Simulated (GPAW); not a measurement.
## Core-hole calculation of the Ti K edge in TiC (Fm-3m)

Aim: the dependence of the Ti K near-edge features of TiC (Fm-3m) on volume.

Calculated with GPAW 26.7.0; X-ray absorption from dipole matrix elements to empty bands, plane-wave PAW PBE.

The database entry behind the starting cell differs from later determinations by our own check (0.1 to 0.3 % short, probably kX units), so it need not match the best structure at ambient conditions.

### Step 1. The starting structure

Symmetry: Fm-3m, No. 225, cubic system. The conventional cell has a = 4.319 Å, b = 4.319 Å, c = 4.319 Å, α = 90.00°, β = 90.00°, γ = 90.00°. Ti has 6 C at 2.16 Å nearest. C has 6 Ti at 2.16 Å nearest. Farther neighbours are not listed.

### Step 2. The field without a hole

A plain self-consistent run shows whether there is a gap, which decides the set-up of the core-hole run.

scf.py

```python
import numpy as np
from ase import Atoms
from ase.parallel import parprint, paropen
from gpaw import GPAW, PW, FermiDirac, Mixer, MixerDif, setup_paths
from gpaw.test import gen
setup_paths.insert(0, '.')
gen('Ti', name='nch1s', xcname='PBE', corehole=(1, 0, 0), write_xml=True)
from gpaw.mpi import world
world.barrier()

atoms = Atoms('TiC',
    cell=[[0, 2.1593, 2.1593],
     [2.1593, 0, 2.1593],
     [2.1593, 2.1593, 0]],
    scaled_positions=[[0, 0, 0],
     [0.5, 0.5, 0.5]],
    pbc=True)
atoms.calc = calc = GPAW(legacy_gpaw=True, mode=PW(430, force_complex_dtype=True), xc='PBE', setups={0: 'nch1s'},
    kpts={'size': (10, 10, 10), 'gamma': True}, occupations=FermiDirac(0.05),
    charge=0, mixer=Mixer(0.1, 5, 50), maxiter=150,
    convergence={'density': 0.0001, 'eigenstates': 1e-6}, txt='scf.txt')
energy = atoms.get_potential_energy() + calc.get_reference_energy()
ef = calc.get_fermi_level()
out = dict(energy=energy, fermi=ef, forces=atoms.get_forces().tolist())
parprint(f'all-electron energy {energy:.4f} eV, Fermi level {ef:.4f} eV')
ev = np.array([[calc.get_eigenvalues(k, s) for k in range(len(calc.get_ibz_k_points()))] for s in range(calc.get_number_of_spins())])
out['homo'], out['lumo'], out['counts'] = ev[ev < ef].max(), ev[ev > ef].min(), sorted(set((ev < ef).sum((0, 2)).tolist()))
out['filled'] = (ev[:, 0] < ef).sum(1).tolist()
import json
with paropen('out.json', 'w') as f:
    json.dump(out, f)
```

Run with:

```console
$ OMP_NUM_THREADS=1 mpirun -n 4 gpaw python scf.py
```

Numbers of over 12 decimals in the logs are rounded to 6 here.

What it wrote:

```text
Input parameters:
  convergence: {density: 0.0001,
                eigenstates: 1e-06}
  kpts: {gamma: True,
         size: (10, 10, 10)}
  maxiter: 150
  mixer: {backend: pulay,
          beta: 0.1,
          method: separate,
          nmaxold: 5,
          weight: 50}
  mode: {ecut: 430.0,
         force_complex_dtype: True,
         name: pw}
  occupations: {fixmagmom: False,
                name: fermi-dirac,
                width: 0.05}
  setups: {0: nch1s}
  xc: PBE

Initialize ...

[... PAW data sets ...]

Reference energy: -24251.642865  # eV

Spin-paired calculation

[... convergence settings ...]
Symmetries present (total): 48
  [... symmetry matrices ...]

1000 k-points: 10 x 10 x 10 Monkhorst-Pack grid + [1/20,1/20,1/20]
47 k-points in the irreducible part of the Brillouin zone
       k-points in crystal coordinates                weights
   0:     0.00000000    0.00000000    0.00000000          1/1000
   1:     0.10000000    0.10000000    0.00000000          6/1000
   2:     0.10000000    0.10000000    0.10000000          8/1000
   3:     0.20000000    0.10000000    0.10000000         12/1000
   4:     0.20000000    0.20000000    0.00000000          6/1000
   5:     0.20000000    0.20000000    0.10000000         24/1000
   6:     0.20000000    0.20000000    0.20000000          8/1000
   7:     0.30000000    0.20000000    0.10000000         24/1000
   8:     0.30000000    0.20000000    0.20000000         24/1000
   9:     0.30000000    0.30000000    0.00000000          6/1000
          ...
  46:     0.50000000    0.50000000    0.50000000          4/1000

Wave functions: Plane wave expansion
  Cutoff energy: 430.000 eV
  Number of coefficients (min, max): 395, 416
  Pulay-stress correction: 0.000000 eV/Ang^3 (de/decut=0.000000)
  Using FFTW library
  Wavefunction extrapolation:
    Improved wavefunction reuse through dual PAW basis

Occupation numbers: Fermi-Dirac:
  width: 0.0500  # eV

Eigensolver
   Davidson(niter=2)

Densities:
  Coarse grid: 15*15*15 grid
  Fine grid: 30*30*30 grid
  Total Charge: 0.000000

Density mixing:
  Method: separate
  Backend: pulay
  Linear mixing parameter: 0.1
  old densities: 5
  Width of damping distribution: 1.1
  Damping of long wavelength oscillations: 50

[... Hamiltonian set-up ...]
Number of atoms: 2
Number of atomic orbitals: 17
Number of bands in calculation: 14
Number of valence electrons: 16
Bands to converge: occupied

... initialized

Initializing position-dependent things.

Density initialized from atomic densities
Creating initial wave functions:
  14 bands from LCAO basis set

              C

       Ti

Atomic positions and initial magnetic moments

Positions:
   0 Ti     0.000000    0.000000    0.000000    ( 0.0000,  0.0000,  0.0000)
   1 C      2.159300    2.159300    2.159300    ( 0.0000,  0.0000,  0.0000)

Unit cell:
           periodic     x           y           z      points  spacing
  1. axis:    yes    0.000000    2.159300    2.159300    15     0.1662
  2. axis:    yes    2.159300    0.000000    2.159300    15     0.1662
  3. axis:    yes    2.159300    2.159300    0.000000    15     0.1662

  Lengths:   3.053711   3.053711   3.053711
  Angles:   60.000000  60.000000  60.000000

Effective grid spacing dv^(1/3) = 0.1814

iter:   1   -19.715976
iter:   2   -18.212427   -1.65  -0.89
iter:   3   -17.414304   -1.32  -1.07
iter:   4   -17.424145   -3.16  -1.55
iter:   5   -17.446024   -2.82  -1.53
iter:   6   -17.445068   -3.93  -2.59
iter:   7   -17.445059c  -5.41  -2.85
iter:   8   -17.445008c  -4.32  -2.86
iter:   9   -17.445004c  -5.89  -3.52
iter:  10   -17.444960c  -5.67  -3.54
iter:  11   -17.444955c  -6.09c -3.81
iter:  12   -17.444954c  -7.03c -4.31c

Converged after 12 iterations.

Dipole moment: (-0.000000, 0.000000, -0.000000) |e|*Ang

Energy contributions relative to reference atoms: (reference = -24251.642865)

Kinetic:        +16.840871
Potential:      -17.834331
External:        +0.000000
XC:             -16.537709
Entropy (-ST):   -0.002390
Local:           +0.087410
SIC:             +0.000000
--------------------------
Free energy:    -17.446149
Extrapolated:   -17.444954

Showing only first 2 kpts
 Kpt  Band  Eigenvalues  Occupancy
  0     6     11.02642    0.00000
  0     7     11.02642    0.00000
  0     8     12.00185    0.00000
  0     9     12.00185    0.00000

  1     6     10.47042    0.23170
  1     7     10.47043    0.23165
  1     8     10.74621    0.00105
  1     9     12.15977    0.00000

Fermi level: 10.36880

No gap
No difference between direct/indirect transitions

Forces in eV/Ang:
  0 Ti    0.00000   -0.00000    0.00000
  1 C     0.00000   -0.00000    0.00000
Scalar-relativistic atomic PBE calculation for Ti (Titanium, Z=22)
Core hole in 1s state (1s occupation: 2.0)
600 radial gridpoints.
|------------------------------------------------|
|------------------------------------------------|
[... the atom generator's iteration count ...]

Energy contributions:
-------------------------
Kinetic:     +860.511654
XC:           -41.917692
Potential:  -1672.060769
-------------------------
Total:       -853.466807

state      eigenvalue         ekin         rmax
-----------------------------------------------
1s^2.0 :  -178.884102   236.117456        0.046
2s^2.0 :   -19.728922    40.906723        0.269
2p^6.0 :   -16.326572    39.665249        0.220
3s^2.0 :    -2.301366     8.380954        0.869
3p^6.0 :    -1.428160     7.112963        0.902
3d^2.0 :    -0.156485     3.683416        0.981
4s^2.0 :    -0.164137     0.832643        2.921
4p^0.0 :    -0.053893     0.437167        3.813
-----------------------------------------------
(units: Bohr and Hartree)

Generating PAW setup
Kinetic energy of the core from tauc = 796.397006
Cutoffs:
rc(s)=2.400
rc(p)=2.000
rc(d)=2.000
rc(vbar)=1.800
rc(comp)=2.300
rc(nct)=2.400

Kinetic energy of the core states: 792.039849
Charge: 0.0
Core electrons: 10.0
Valence electrons: 12.0
Pseudo-core charge: 0.000001
Shape function alpha=1.890
Pseudo-electron charge 6.356241
state    eigenvalue         norm
--------------------------------
3s(2) :    -2.301366     0.296262
4s(2) :    -0.164137     0.992018
3p(6) :    -1.428160     0.433832
4p(0) :    -0.053893     0.982293
3d(2) :    -0.156485     0.588344
*d    :     0.843515
--------------------------------

Diagonalizing with gridspacing h=0.050

state   all-electron     PAW
-------------------------------
3s:      -2.301366    -2.301666
3p:      -1.428160    -1.428851
3d:      -0.156485    -0.156983
*f:                    0.063889
-------------------------------
all-electron energy -24269.0878 eV, Fermi level 10.3688 eV
```

Run time: 3.8 s. Hardware: 4 MPI ranks of Arm Neoverse V2, shared host; peak memory 0.16 GiB; 15 s of CPU time.

The mesh shows no gap, so the system is treated as a metal and the core electron is put at the Fermi level (neutral cell).

### Step 3. Supercell without a hole, the energy reference

The photon energy needs a difference of total energies, so the cell and mesh of the coming hole run are first run without a hole.

scf.py, as its differences from that of step 2:

```diff
@@ -10,11 +10,25 @@
 
-atoms = Atoms('TiC',
-    cell=[[0, 2.1593, 2.1593],
-     [2.1593, 0, 2.1593],
-     [2.1593, 2.1593, 0]],
+atoms = Atoms('Ti8C8',
+    cell=[[0, 4.3186, 4.3186],
+     [4.3186, 0, 4.3186],
+     [4.3186, 4.3186, 0]],
     scaled_positions=[[0, 0, 0],
-     [0.5, 0.5, 0.5]],
+     [0, 0, 0.5],
+     [0, 0.5, 0],
+     [0.5, 0, 0],
+     [0, 0.5, 0.5],
+     [0.5, 0, 0.5],
+     [0.5, 0.5, 0],
+     [0.5, 0.5, 0.5],
+     [0.25, 0.25, 0.25],
+     [0.25, 0.25, 0.75],
+     [0.25, 0.75, 0.25],
+     [0.75, 0.25, 0.25],
+     [0.25, 0.75, 0.75],
+     [0.75, 0.25, 0.75],
+     [0.75, 0.75, 0.25],
+     [0.75, 0.75, 0.75]],
     pbc=True)
 atoms.calc = calc = GPAW(legacy_gpaw=True, mode=PW(430, force_complex_dtype=True), xc='PBE', setups={0: 'nch1s'},
-    kpts={'size': (10, 10, 10), 'gamma': True}, occupations=FermiDirac(0.05),
+    kpts={'size': (5, 5, 5), 'gamma': True}, occupations=FermiDirac(0.1),
     charge=0, mixer=Mixer(0.1, 5, 50), maxiter=150,
```

What it wrote:

```text
Input parameters:
  convergence: {density: 0.0001,
                eigenstates: 1e-06}
  kpts: {gamma: True,
         size: (5, 5, 5)}
  maxiter: 150
  mixer: {backend: pulay,
          beta: 0.1,
          method: separate,
          nmaxold: 5,
          weight: 50}
  mode: {ecut: 430.0,
         force_complex_dtype: True,
         name: pw}
  occupations: {fixmagmom: False,
                name: fermi-dirac,
[...]
4s(2) :    -0.164137     0.992018
3p(6) :    -1.428160     0.433832
4p(0) :    -0.053893     0.982293
3d(2) :    -0.156485     0.588344
*d    :     0.843515
--------------------------------

Diagonalizing with gridspacing h=0.050

state   all-electron     PAW
-------------------------------
3s:      -2.301366    -2.301666
3p:      -1.428160    -1.428851
3d:      -0.156485    -0.156983
*f:                    0.063889
-------------------------------
all-electron energy -194152.7009 eV, Fermi level 10.3392 eV
[key lines of the parts left out:]
Converged after 20 iterations.
Dipole moment: (0.000000, -0.000000, -0.000000) |e|*Ang
Free energy:   -139.602366
Fermi level: 10.33916
```

It took 33 s on 4 MPI ranks; peak memory 0.25 GiB; 2.2 min of CPU time.

Reference energy: -194152.701 eV with the cores included.

(Part 1 of 4 ends here.)

[Banner, clock and machine lines of the logs are left out without a mark of their own.]

[Logs are printed without paths, hosts, clocks, repeated set-up lines and the standing remarks that a program may print on its own settings, such as how far it seeks lower states.]

[Hosts, paths, dates, database ids (printed as entryN), source tags and the programs' standing remarks are cut or masked in the printed files.]

[Lists of maxima count a maximum above −3 eV only where it reaches 4 % of the highest in the window and stands out from its surroundings by 2 % of it (1.5 % where it reaches 55 %); shoulders and weaker maxima are passed over, and of the rest the first, up to two pre-edge ones and the few strongest are named.]
